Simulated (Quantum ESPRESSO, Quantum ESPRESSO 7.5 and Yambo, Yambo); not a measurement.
## Quasiparticle gap of PtSe2 (1T monolayer) in Yambo

How does a plane-wave GW calculation on PtSe2 (1T monolayer) run from the first input to the gap?

Calculated with Quantum ESPRESSO 7.5 and Yambo 5.3.0; PBE and many-body steps on it, plane waves.

**What was measured.**

- Gap 1.9 ± 0.05 eV: quasiparticle gap from STS, domains aligned with graphene; scanning tunneling spectroscopy; 8.5 K; monolayer (MBE-grown monolayer on epitaxial bilayer graphene, twist angle near 0 deg) on bilayer graphene on SiC(0001) (“Angular dependence of the interlayer coupling at the interface between two dimensional materials 1T-PtSe2 and graphene”, 2023, arxiv:2311.08165).

- Gap 2 ± 0.1 eV: quasiparticle gap of the first layer from STS; scanning tunnelling spectroscopy; 77 K; monolayer (MBE-grown first layer on HOPG) on HOPG (“Precise Layer-Dependent Electronic Structure of MBE-Grown PtSe2”, 2021, arxiv:2105.03334).

- Gap 1.95 ± 0.05 eV: quasiparticle gap of 1 ML from STS, average over islands; scanning tunnelling spectroscopy; monolayer (MBE-grown monolayer islands on bilayer graphene) on bilayer graphene on SiC(0001) (“Atomic-layer controlled THz Spintronic emission from Epitaxially grown Two dimensional PtSe2/ferromagnet heterostructures”, 2023, arxiv:2305.06895).

## Step 1: The starting structure

The cell holds 3 atoms: 1 Pt and 2 Se. Cell: a = 3.853 Å, b = 3.853 Å, c = 15.000 Å, α = 90.0°, β = 90.0°, γ = 120.0°. It derives from  ([{'formula': 'PtSe2', 'spacegroup': 164, 'source': 'prototype of the bulk crystal'}]). Vacuum lies along c.

The start is a generated structure, not a measured one. Spin-orbit coupling is left out unless a step names it.

## Step 2: Relaxation

This step: Quantum ESPRESSO 7.5; DFT, PBE, plane waves, norm-conserving pseudopotentials.

A relaxation at this level of theory: leftover forces would pass straight into the levels.

The input, pw.in:

```
&control
  calculation = 'vc-relax'
  prefix = 'x'
  outdir = 'o'
  pseudo_dir = 'pseudo'
  forc_conv_thr = 4e-4
  nstep = 60
/
&system
  ibrav = 0
  nat = 3
  ntyp = 2
  ecutwfc = 98.89999999999999
  nbnd = 30
  force_symmorphic = .true.
  occupations = 'smearing'
  smearing = 'fd'
  degauss = 0.002
/
&electrons
  conv_thr = 1e-9
  electron_maxstep = 80
  mixing_beta = 0.5
/
&ions
/
&cell
  press_conv_thr = 0.3
  cell_dofree = '2Dxy'
/
ATOMIC_SPECIES
  Pt 195.08 Pt.upf
  Se 78.971 Se.upf
CELL_PARAMETERS angstrom
  3.8527425800 0.0000000000 0.0000000000
  -1.9263712900 3.3365729485 0.0000000000
  0.0000000000 0.0000000000 15.0000000000
ATOMIC_POSITIONS crystal
  Pt 0.0000000000 0.0000000000 0.5000000000
  Se 0.3333333333 0.6666666667 0.6043677216
  Se 0.6666666667 0.3333333333 0.3956322784
K_POINTS automatic
  6 6 1 0 0 0
```

Launch:

```bash
> OMP_NUM_THREADS=1 mpirun -n 8 pw.x -nk 8 -in pw.in > pw.out
```

What it wrote:

```text
Program PWSCF v.7.5 starts

     This program is part of the open-source Quantum ESPRESSO suite
     for quantum simulation of materials; please cite
         "P. Giannozzi et al., J. Phys.:Condens. Matter 21 395502 (2009);
         "P. Giannozzi et al., J. Phys.:Condens. Matter 29 465901 (2017);
         "P. Giannozzi et al., J. Chem. Phys. 152 154105 (2020);
     in publications or presentations arising from this work. More details at
     Message from routine setup:
     using ibrav=0 with symmetry is DISCOURAGED, use correct ibrav instead

     Message from routine divide_et_impera:
     suboptimal parallelization: some nodes have no k-points

     G-vector sticks info

     bravais-lattice index     =            0
     lattice parameter (alat)  =       7.2806  a.u.
     unit-cell volume          =    1301.2432 (a.u.)^3
     number of atoms/cell      =            3
     number of atomic types    =            2
     number of electrons       =        50.00
     number of Kohn-Sham states=           30
     kinetic-energy cutoff     =      98.9000  Ry
     charge density cutoff     =     395.6000  Ry
     scf convergence threshold =      1.0E-09
     mixing beta               =       0.5000
     number of iterations used =            8  plain     mixing
     energy convergence thresh.=      1.0E-04
     force convergence thresh. =      4.0E-04
     press convergence thresh. =      3.0E-01
     Exchange-correlation= PBE
                           (   1   4   3   4   0   0   0)
     nstep                     =           60

     celldm(1)=   7.280628  celldm(2)=   0.000000  celldm(3)=   0.000000
     celldm(4)=   0.000000  celldm(5)=   0.000000  celldm(6)=   0.000000

     crystal axes: (cart. coord. in units of alat)
               a(1) = (   1.000000   0.000000   0.000000 )
               a(2) = (  -0.500000   0.866025   0.000000 )
               a(3) = (   0.000000   0.000000   3.893330 )

     reciprocal axes: (cart. coord. in units 2 pi/alat)
               b(1) = (  1.000000  0.577350 -0.000000 )
               b(2) = (  0.000000  1.154701  0.000000 )
               b(3) = (  0.000000 -0.000000  0.256850 )
     Pseudo is Norm-conserving + core correction, Zval = 18.0
     Generated using ONCVPSP code by D. R. Hamann
     Using radial grid of 1374 points,  8 beta functions with:
     Pseudo is Norm-conserving + core correction, Zval = 16.0
     Generated using ONCVPSP code by D. R. Hamann
     Using radial grid of 1214 points,  6 beta functions with:
     Pt               18.00   195.08000     Pt( 1.00)
     Se               16.00    78.97100     Se( 1.00)

     12 Sym. Ops., with inversion, found

   Cartesian axes

     site n.     atom                  positions (alat units)
[...]
12 Sym. Ops., with inversion, found

   Cartesian axes

     site n.     atom                  positions (alat units)
         1        Pt     tau(   1) = (   0.0000000  -0.0000000   1.9466652  )
         2        Se     tau(   2) = (  -0.0000000   0.5621350   2.2852893  )
         3        Se     tau(   3) = (   0.4868232   0.2810675   1.6080412  )

     number of k points=     7  Fermi-Dirac smearing, width (Ry)=  0.0020
                       cart. coord. in units 2pi/alat
[...]
k(    6) = (   0.1711778   0.4941478   0.0000000), wk =   0.6666667
        k(    7) = (   0.3423557   0.5929774   0.0000000), wk =   0.1111111

     Dense  grid:   163931 G-vectors     FFT dimensions: (  45,  45, 180)

     Initial potential from superposition of free atoms

     starting charge      49.9997, renormalised to      50.0000
     Starting wfcs are   28 randomized atomic wfcs +    2 random wfcs

     per-process dynamical memory:   131.8 Mb

     Self-consistent Calculation

[...]
total energy              =    -746.21545530 Ry
[...]
iteration # 11     ecut=    98.90 Ry     beta= 0.50

     total energy              =    -746.21545530 Ry
     estimated scf accuracy    <          4.0E-11 Ry

     iteration # 12     ecut=    98.90 Ry     beta= 0.50

     End of self-consistent calculation

          k = 0.0000 0.0000 0.0000 ( 20537 PWs)   bands (ev):

[...]
k =-0.0000 0.1977 0.0000 ( 20453 PWs)   bands (ev):

[...]
k =-0.0000 0.3953 0.0000 ( 20490 PWs)   bands (ev):

[...]
-46.9562 -46.9561 -46.9554 -46.9547 -46.9385 -46.9384 -12.5877 -11.8573
    -4.8941  -4.2183  -4.0927  -3.3484  -2.5045  -1.8411  -0.9428  -0.4720
[...]
k = 0.0000-0.5930 0.0000 ( 20484 PWs)   bands (ev):

     [... further k-points ...]

     the Fermi energy is     1.2976 ev

!    total energy              =    -746.21545530 Ry
     estimated scf accuracy    <          2.9E-12 Ry
     smearing contrib. (-TS)   =      -0.00000000 Ry
     internal energy E=F+TS    =    -746.21545530 Ry

     The total energy is F=E-TS. E is the sum of the following terms:
     one-electron contribution =   -2187.70099970 Ry
     hartree contribution      =    1088.13698898 Ry
     xc contribution           =    -144.31660726 Ry
     ewald contribution        =     497.66516268 Ry

     convergence has been achieved in  12 iterations

     Forces acting on atoms (cartesian axes, Ry/au):

[...]
atom    2 type  2   force =    -0.00000000    0.00000000   -0.00017627
     atom    3 type  2   force =     0.00000000    0.00000000    0.00017627

     Total force =     0.000249     Total SCF correction =     0.000009

     Computing stress (Cartesian axis) and pressure

          total   stress  (Ry/bohr**3)                   (kbar)     P=       -0.14
[...]
-0.00000000  -0.00000089   0.00000000           -0.00       -0.13        0.00
   0.00000000   0.00000000  -0.00000100            0.00        0.00       -0.15

     XML data file, charge density, pseudopotentials, collected wavefunctions

=------------------------------------------------------------------------------=
   JOB DONE.
=------------------------------------------------------------------------------=
```

Elapsed: 2.9 min, on 8 MPI ranks of AMD EPYC 7R43, shared host; peak memory 1.6 GiB.

The steps of the relaxation:

| step | energy less that of the first step (eV) | largest force (eV/Å) | volume (Å³) |
| --- | --- | --- | --- |
| 1 | 0.0000 | 2.4736 | 192.82 |
| 2 | -0.3289 | 2.1140 | 189.56 |
| 3 | -0.6207 | 1.6158 | 186.05 |
| 4 | -0.8804 | 0.6421 | 180.99 |
| 5 | -0.9110 | 0.0574 | 178.42 |
| 6 | -0.9140 | 0.0859 | 179.22 |
| 7 | -0.9154 | 0.1038 | 179.71 |
| 8 | -0.9171 | 0.1015 | 180.25 |
| 9 | -0.9192 | 0.0807 | 181.06 |
| 10 | -0.9211 | 0.0337 | 182.27 |
| 11 | -0.9213 | 0.0045 | 182.80 |
| 12 | -0.9210 | 0.0045 | 182.80 |

| cell as run | before | after | change |
| --- | --- | --- | --- |
| a (Å) | 3.853 | 3.751 | -2.6 % |
| b (Å) | 3.853 | 3.751 | -2.6 % |

The atoms that moved most (Å, along periodic axes as changes of fractional coordinates times the final cell, across vacuum about the mean position):

| atom | dx | dy | dz | length |
| --- | --- | --- | --- | --- |
| Se2 | 0.000 | 0.000 | -0.261 | 0.261 |
| Se3 | 0.000 | 0.000 | 0.261 | 0.261 |

Final coordinates:

```
Pt Se
1.0
     3.75121    0.00000    0.00000
    -1.87560    3.24864    0.00000
     0.00000    0.00000   15.00000
Pt Se
1 2
Cartesian
  0.0000 0.0000 7.5000
  0.0000 2.1658 8.8046
  1.8756 1.0829 6.1954
```

## Step 3: Ground state

The ground-state density comes first.

The input, pw.in:

```
&control
  calculation = 'scf'
  prefix = 'x'
  outdir = 'o'
  pseudo_dir = 'pseudo'
  tprnfor = .true.
  tstress = .true.
/
&system
  ibrav = 0
  nat = 3
  ntyp = 2
  ecutwfc = 104.0
  nbnd = 38
  force_symmorphic = .true.
/
&electrons
  conv_thr = 1e-10
  electron_maxstep = 80
  mixing_beta = 0.5
/
ATOMIC_SPECIES
  Pt 195.08 Pt.upf
  Se 78.971 Se.upf
CELL_PARAMETERS angstrom
  3.7512087407 -0.0000000002 0.0000000000
  -1.8756043702 3.2486420644 0.0000000000
  0.0000000000 0.0000000000 15.0000000000
ATOMIC_POSITIONS crystal
  Pt 0.0000000000 0.0000000000 0.5000000000
  Se 0.3333333333 0.6666666667 0.5869754156
  Se 0.6666666667 0.3333333333 0.4130245844
K_POINTS automatic
  9 9 1 0 0 0
```

What it wrote:

```text
[banner, memory and clock lines left out]
Program PWSCF v.7.5 starts

     Message from routine setup:
     using ibrav=0 with symmetry is DISCOURAGED, use correct ibrav instead

     G-vector sticks info

     bravais-lattice index     =            0
     lattice parameter (alat)  =       7.0888  a.u.
     unit-cell volume          =    1233.5619 (a.u.)^3
     number of atoms/cell      =            3
     number of atomic types    =            2
     number of electrons       =        66.00
     number of Kohn-Sham states=           38
     kinetic-energy cutoff     =     104.0000  Ry
     charge density cutoff     =     416.0000  Ry
     scf convergence threshold =      1.0E-10
     mixing beta               =       0.5000
     number of iterations used =            8  plain     mixing
     Exchange-correlation= PBE
                           (   1   4   3   4   0   0   0)

     celldm(1)=   7.088757  celldm(2)=   0.000000  celldm(3)=   0.000000
     celldm(4)=   0.000000  celldm(5)=   0.000000  celldm(6)=   0.000000

     crystal axes: (cart. coord. in units of alat)
               a(1) = (   1.000000  -0.000000   0.000000 )
               a(2) = (  -0.500000   0.866025   0.000000 )
               a(3) = (   0.000000   0.000000   3.998711 )

     reciprocal axes: (cart. coord. in units 2 pi/alat)
               b(1) = (  1.000000  0.577350 -0.000000 )
               b(2) = (  0.000000  1.154701 -0.000000 )
               b(3) = ( -0.000000 -0.000000  0.250081 )
     Pseudo is Norm-conserving + core correction, Zval = 18.0
     Generated using ONCVPSP code by D. R. Hamann
     Using radial grid of 1374 points,  8 beta functions with:
     Pseudo is Norm-conserving + core correction, Zval = 24.0
     Generated using ONCVPSP code by D. R. Hamann
     Using radial grid of 1214 points,  6 beta functions with:
     Pt               18.00   195.08000     Pt( 1.00)
     Se               24.00    78.97100     Se( 1.00)

     12 Sym. Ops., with inversion, found

   Cartesian axes

     site n.     atom                  positions (alat units)
         1        Pt     tau(   1) = (   0.0000000   0.0000000   1.9993555  )
         2        Se     tau(   2) = (  -0.0000000   0.5773503   2.3471451  )
         3        Se     tau(   3) = (   0.5000000   0.2886751   1.6515660  )

     number of k points=    12
                       cart. coord. in units 2pi/alat
        k(    1) = (   0.0000000   0.0000000   0.0000000), wk =   0.0246914
        k(    2) = (   0.0000000   0.1283001   0.0000000), wk =   0.1481481
        k(    3) = (   0.0000000   0.2566001   0.0000000), wk =   0.1481481
        k(    4) = (   0.0000000   0.3849002   0.0000000), wk =   0.1481481
        k(    5) = (   0.0000000   0.5132002   0.0000000), wk =   0.1481481
        k(    6) = (   0.1111111   0.1924501   0.0000000), wk =   0.1481481
        k(    7) = (   0.1111111   0.3207501   0.0000000), wk =   0.2962963
        k(    8) = (   0.1111111   0.4490502   0.0000000), wk =   0.2962963
        k(    9) = (   0.1111111   0.5773503   0.0000000), wk =   0.1481481
        k(   10) = (   0.2222222   0.3849002   0.0000000), wk =   0.1481481
        k(   11) = (   0.2222222   0.5132002   0.0000000), wk =   0.2962963
        k(   12) = (   0.3333333   0.5773503   0.0000000), wk =   0.0493827

     Dense  grid:   176333 G-vectors     FFT dimensions: (  48,  48, 192)

     Initial potential from superposition of free atoms

     starting charge      65.9997, renormalised to      66.0000
     Starting wfcs are   36 randomized atomic wfcs +    2 random wfcs

     per-process dynamical memory:   138.1 Mb

     Self-consistent Calculation

     iteration #  1     ecut=   104.00 Ry     beta= 0.50

     Threshold (ethr) on eigenvalues was too large:
     Diagonalizing with lowered threshold

     total energy              =   -1614.18126236 Ry
     estimated scf accuracy    <       0.31979307 Ry

     iteration #  2     ecut=   104.00 Ry     beta= 0.50

     total energy              =   -1614.23518448 Ry
     estimated scf accuracy    <       0.57636714 Ry

     iteration #  3     ecut=   104.00 Ry     beta= 0.50

     total energy              =   -1614.32208853 Ry
     estimated scf accuracy    <       0.00487890 Ry

     iteration #  4     ecut=   104.00 Ry     beta= 0.50

     total energy              =   -1614.32234869 Ry
     estimated scf accuracy    <       0.00096399 Ry

     iteration #  5     ecut=   104.00 Ry     beta= 0.50

     total energy              =   -1614.32241081 Ry
     estimated scf accuracy    <       0.00001716 Ry

     iteration #  6     ecut=   104.00 Ry     beta= 0.50

     total energy              =   -1614.32241553 Ry
     estimated scf accuracy    <       0.00000352 Ry

     iteration #  7     ecut=   104.00 Ry     beta= 0.50

     total energy              =   -1614.32241647 Ry
     estimated scf accuracy    <       0.00000059 Ry

     iteration #  8     ecut=   104.00 Ry     beta= 0.50

     total energy              =   -1614.32241650 Ry
     estimated scf accuracy    <       0.00000007 Ry

     iteration #  9     ecut=   104.00 Ry     beta= 0.50

     total energy              =   -1614.32241652 Ry
     estimated scf accuracy    <          8.0E-09 Ry

     iteration # 10     ecut=   104.00 Ry     beta= 0.50

     End of self-consistent calculation

          k = 0.0000 0.0000 0.0000 ( 22125 PWs)   bands (ev):

  -207.1274-207.1274-146.6148-146.6148-146.6147-146.6147-146.5687-146.5687
   -97.9356 -52.0852 -52.0852 -52.0081 -46.7891 -46.7891 -46.7876 -46.7876
   -46.7472 -46.7472 -46.7444 -46.7444 -46.7317 -46.7314 -13.3340 -11.5590
    -4.4340  -4.4340  -4.3839  -2.1851  -2.1851  -0.6046   0.0281   0.5605
     0.5605   3.5221   3.5221   4.9117   5.8464   6.0551

          k = 0.0000 0.1283 0.0000 ( 22166 PWs)   bands (ev):

  -207.1274-207.1274-146.6148-146.6148-146.6147-146.6147-146.5687-146.5687
   -97.9356 -52.0862 -52.0855 -52.0080 -46.7890 -46.7890 -46.7878 -46.7876
   -46.7471 -46.7469 -46.7447 -46.7445 -46.7317 -46.7314 -13.2064 -11.5704
    -4.4475  -4.3560  -4.2586  -2.3783  -2.2767  -1.0207   0.2421   0.5027
     0.5544   2.7643   3.3448   5.2673   6.0610   6.4050

          k = 0.0000 0.2566 0.0000 ( 22134 PWs)   bands (ev):

  -207.1274-207.1274-146.6148-146.6148-146.6148-146.6147-146.5687-146.5687
   -97.9356 -52.0887 -52.0862 -52.0078 -46.7888 -46.7886 -46.7882 -46.7876
   -46.7467 -46.7464 -46.7454 -46.7447 -46.7315 -46.7313 -12.8541 -11.6031
    -4.4360  -4.1701  -3.9578  -3.0475  -2.4074  -1.5162   0.1907   0.3294
     0.4558   1.9566   3.1398   5.9230   6.2947   6.6704

          k = 0.0000 0.3849 0.0000 ( 22140 PWs)   bands (ev):

     [... further k-points ...]

     highest occupied, lowest unoccupied level (ev):     0.5605    1.9566

!    total energy              =   -1614.32241652 Ry
     estimated scf accuracy    <          3.4E-11 Ry

     The total energy is the sum of the following terms:
     one-electron contribution =   -4371.14609562 Ry
     hartree contribution      =    2118.60437040 Ry
     xc contribution           =    -162.83942829 Ry
     ewald contribution        =     801.05873700 Ry

     convergence has been achieved in  10 iterations

     Forces acting on atoms (cartesian axes, Ry/au):

     atom    1 type  1   force =     0.00000000    0.00000000    0.00000000
     atom    2 type  2   force =     0.00000000    0.00000000   -0.00038699
     atom    3 type  2   force =     0.00000000    0.00000000    0.00038699

     Total force =     0.000547     Total SCF correction =     0.000113
     SCF correction compared to forces is large: reduce conv_thr to get better values

     Computing stress (Cartesian axis) and pressure

          total   stress  (Ry/bohr**3)                   (kbar)     P=        0.23
   0.00000108   0.00000000   0.00000000            0.16        0.00        0.00
   0.00000000   0.00000108   0.00000000            0.00        0.16        0.00
   0.00000000   0.00000000   0.00000252            0.00        0.00        0.37

     XML data file, charge density, pseudopotentials, collected wavefunctions
```

Run time: 42 s. Hardware: 8 MPI ranks; peak memory 1.7 GiB.

Numbers from this step:

| Property | Result |
| --- | --- |
| total energy | -21963.9754 eV |
| gap | 1.396 eV |
| k of the valence top | 0, 0, 0 |
| k of the conduction bottom | 0, 0.2222, 0 |
| least direct gap | 1.501 eV |
| pressure | 0.023 GPa |

The gap is indirect, with the least direct gap 0.10 eV higher.

With these pseudopotential files and this cutoff the stress is not reliable, so the pressure is no result.

[end of part 1 of 3]

[Paths, hosts, dates, memory and timing lines, banners, echoed tables and standing remarks are left out of the program output.]

[Logs are printed without paths, hosts, clocks, repeated set-up lines and the standing remarks that a program may print on its own settings, such as how far it seeks lower states.]

[Runs of the session that timed out or met a known fault of the program may be left out.]

[Hosts, paths, dates, database ids (printed as entryN), source tags and the programs' standing remarks are cut or masked in the printed files.]
